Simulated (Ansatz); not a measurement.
# Work function of K(111): what the settings cost and change, part 2 of 2

How thick a slab and how much vacuum does the work function of K(111) need?

Ansatz 0.2.0; plane-wave DFT, PBE, Ansatz PAW.

So far, work function, upper face (eV): step 2 (slab, setting 1 layer) 2.39; step 7 (run, 6 atoms) 2.19; step 8 (run, 8 atoms) 2.20; step 9 (run, 10 atoms) 2.24; step 10 (slab, 13 atoms) 2.22.

**11. Run, 11 atoms**

System of this step: K(111). The cell holds 11 atoms: 11 K. Its edges and angles: a = 7.396 Å, b = 7.396 Å, c = 25.098 Å, α = 90.0°, β = 90.0°, γ = 60.0°. Vacuum lies along c.

input.yaml reads:

```yaml
crystal:
  lattice:
    - [7.3963369312, 0.0, 0.0]
    - [3.6981684656, 6.4054156774, 0.0]
    - [0.0, 0.0, 25.0977095393]
  atoms:
    - { symbol: K, position: [0.6666666667, 0.6666666667, 0.1992213669] }
    - { symbol: K, position: [0.0, 0.0, 0.2593770935] }
    - { symbol: K, position: [0.3333333333, 0.3333333333, 0.3195328201] }
    - { symbol: K, position: [0.6666666667, 0.6666666667, 0.3796885468] }
    - { symbol: K, position: [0.0, 0.0, 0.4398442734] }
    - { symbol: K, position: [0.3333333333, 0.3333333333, 0.5] }
    - { symbol: K, position: [0.6666666667, 0.6666666667, 0.5601557266] }
    - { symbol: K, position: [0.0, 0.0, 0.6203114532] }
    - { symbol: K, position: [0.3333333333, 0.3333333333, 0.6804671799] }
    - { symbol: K, position: [0.6666666667, 0.6666666667, 0.7406229065] }
    - { symbol: K, position: [0.0, 0.0, 0.8007786331] }
kpoints:
  mp_grid: { grid: [7, 7, 1] }
hamiltonian:
  xc: pbe
scf:
  occupations: { method: fermi_dirac, width: 0.1 }
  convergence: { dr2_threshold: 1.0e-09 }
efield:
  axis: 3
  dipole_correction: true
  ramp_position: 0.97
  ramp_width: 0.06
output:
  write_potential: true
  write_density: true
  volumetric_format: npy
```

Started as:

```sh
$ ansatz run input.yaml --threads 2 --pin off --max-ram 3072MiB --backend cpu --events-out ev --progress --plain --runs-dir out
```

It took 1.8 min on 2 threads of Arm Neoverse N1, shared host; peak memory 1.4 GiB; 3 min of CPU time.

The work function is 2.180 eV. The program marks this work function as in doubt.

**12. Run, 11 atoms (run 2)**

The cell differs from the one that the last finished run ended in (c 25.098 → 29.098 Å).

input.yaml, the sections that differ from step 11:

```yaml
crystal:
  lattice:
    - [7.3963369312, 0.0, 0.0]
    - [3.6981684656, 6.4054156774, 0.0]
    - [0.0, 0.0, 29.0977095393]
  atoms:
    - { symbol: K, position: [0.6666666667, 0.6666666667, 0.2405687633] }
    - { symbol: K, position: [0.0, 0.0, 0.2924550107] }
    - { symbol: K, position: [0.3333333333, 0.3333333333, 0.344341258] }
    - { symbol: K, position: [0.6666666667, 0.6666666667, 0.3962275053] }
    - { symbol: K, position: [0.0, 0.0, 0.4481137527] }
    - { symbol: K, position: [0.3333333333, 0.3333333333, 0.5] }
    - { symbol: K, position: [0.6666666667, 0.6666666667, 0.5518862473] }
    - { symbol: K, position: [0.0, 0.0, 0.6037724947] }
    - { symbol: K, position: [0.3333333333, 0.3333333333, 0.655658742] }
    - { symbol: K, position: [0.6666666667, 0.6666666667, 0.7075449893] }
    - { symbol: K, position: [0.0, 0.0, 0.7594312367] }
# kpoints, hamiltonian, scf, efield, output: as in step 11
```

Elapsed: 2 min, on 2 threads; peak memory 1.6 GiB; 3.5 min of CPU time.

The work function is 2.204 eV, +0.025 eV from the run “11 layer, 10 Å of vacuum”, at 1.2 times its CPU time.

**13. Run, 11 atoms (run 3)**

The cell differs from the one that the last finished run ended in (c 29.098 → 41.098 Å).

input.yaml, the sections that differ from step 12:

```yaml
crystal:
  lattice:
    - [7.3963369312, 0.0, 0.0]
    - [3.6981684656, 6.4054156774, 0.0]
    - [0.0, 0.0, 41.0977095393]
  atoms:
    - { symbol: K, position: [0.6666666667, 0.6666666667, 0.3163193313] }
    - { symbol: K, position: [0.0, 0.0, 0.3530554651] }
    - { symbol: K, position: [0.3333333333, 0.3333333333, 0.3897915988] }
    - { symbol: K, position: [0.6666666667, 0.6666666667, 0.4265277325] }
    - { symbol: K, position: [0.0, 0.0, 0.4632638663] }
    - { symbol: K, position: [0.3333333333, 0.3333333333, 0.5] }
    - { symbol: K, position: [0.6666666667, 0.6666666667, 0.5367361337] }
    - { symbol: K, position: [0.0, 0.0, 0.5734722675] }
    - { symbol: K, position: [0.3333333333, 0.3333333333, 0.6102084012] }
    - { symbol: K, position: [0.6666666667, 0.6666666667, 0.6469445349] }
    - { symbol: K, position: [0.0, 0.0, 0.6836806687] }
# kpoints, hamiltonian, scf, efield, output: as in step 12
```

Wall time 3 min (2 threads); peak memory 2.2 GiB.

The work function is 2.206 eV, +0.002 eV from the run “11 layer, 14 Å of vacuum”, at 1.5 times its CPU time.

**14. Side by side**

Times are for 2 threads of Arm Neoverse N1, shared host. Results by setting:

```
no.                   setting  work function, upper face (eV)     time  memory (GiB)
  1                   1 layer                           2.393     16 s          0.61
  2                  3 layers                           2.134     28 s          0.73
  3                  4 layers                           2.289     35 s          0.86
  4                  5 layers                           2.216     44 s          0.96
  5                  6 layers                           2.190     60 s           1.1
  6                  8 layers                           2.201     81 s           1.3
  7                 10 layers                           2.236    2 min           1.6
  8                 13 layers                           2.224  3.2 min           2.1
  9  11 layer, 10 Å of vacuum                           2.180  1.8 min           1.4
 10  11 layer, 14 Å of vacuum                           2.204    2 min           1.6
 11  11 layer, 26 Å of vacuum                           2.206    3 min           2.2
```

**15. The same run with other settings**

System of this step: K(111) monolayer. The cell holds 1 atom: 1 K. Cell: a = 7.396 Å, b = 7.396 Å, c = 18.000 Å, α = 90.0°, β = 90.0°, γ = 60.0°. Vacuum lies along c.

An input spoilt on purpose, to show how the run answers: it repeats the earlier run “1 layer” with efield.amplitude to 0 and efield.dipole_correction from true to false, and scf.max_iter set to 75; its output block differs too.

input.yaml, the sections that differ from step 13:

```yaml
crystal:
  lattice:
    - [7.3963369312, 0.0, 0.0]
    - [3.6981684656, 6.4054156774, 0.0]
    - [0.0, 0.0, 18.0]
  atoms:
    - { symbol: K, position: [0.6666666667, 0.6666666667, 0.5] }
scf:
  occupations: { method: fermi_dirac, width: 0.1 }
  convergence: { dr2_threshold: 1.0e-09 }
  max_iter: 75
efield:
  axis: 3
  dipole_correction: false
  ramp_position: 0.97
  ramp_width: 0.06
  amplitude: 0
# kpoints, hamiltonian, output: as in step 13
```

Wall time 0.02 s (2 threads); peak memory 0.12 GiB; 0.02 s of CPU time.

The input was rejected at the start.

The program's message: “Error: invalid value for `efield.amplitude`: is zero with dipole_correction: false — the section would apply nothing; set a non-zero amplitude, enable dipole_correction, or remove the block”

The fault put into the input: a field block that applies nothing.

**16. Summary of results**

```
work function, 1 layer   : 2.393 eV
work function, 3 layers  : 2.134 eV
work function, 6 layers  : 2.190 eV
work function, 13 layers : 2.224 eV
```

**Reading.** The thickest slab gives 2.22 eV, and the settings tried spread the value from 2.13 to 2.39 eV. At 18 Å of vacuum, the slabs from 5 layers on stay within 0.04 eV of the thickest. Going from 10 to 26 Å of vacuum moves it by 0.026 eV. The program marks the value as in doubt in “11 layer, 10 Å of vacuum”. The ladder's slabs use the tabulated experimental lattice constant (two decimals; a low-temperature value for the alkali metals). In 2 runs of the series (11 layer, 10 Å of vacuum and 11 layer, 14 Å of vacuum) the program warns that electrons reach the sawtooth's ramp, which makes dipole and work function less sure.

[Long decimals in the printed logs are rounded to 6 places.]

[Logs are printed without paths, hosts, clocks, repeated set-up lines and the standing remarks that a program may print on its own settings, such as how far it seeks lower states.]

[Hosts, paths, dates, database ids (printed as entryN), source tags and the programs' standing remarks are cut or masked in the printed files.]

[Maps of the electrostatic potential energy from Ansatz leave out the sawtooth potential of an applied field or a dipole correction, so their vacuum need not be flat; planar profiles and work functions include it.]
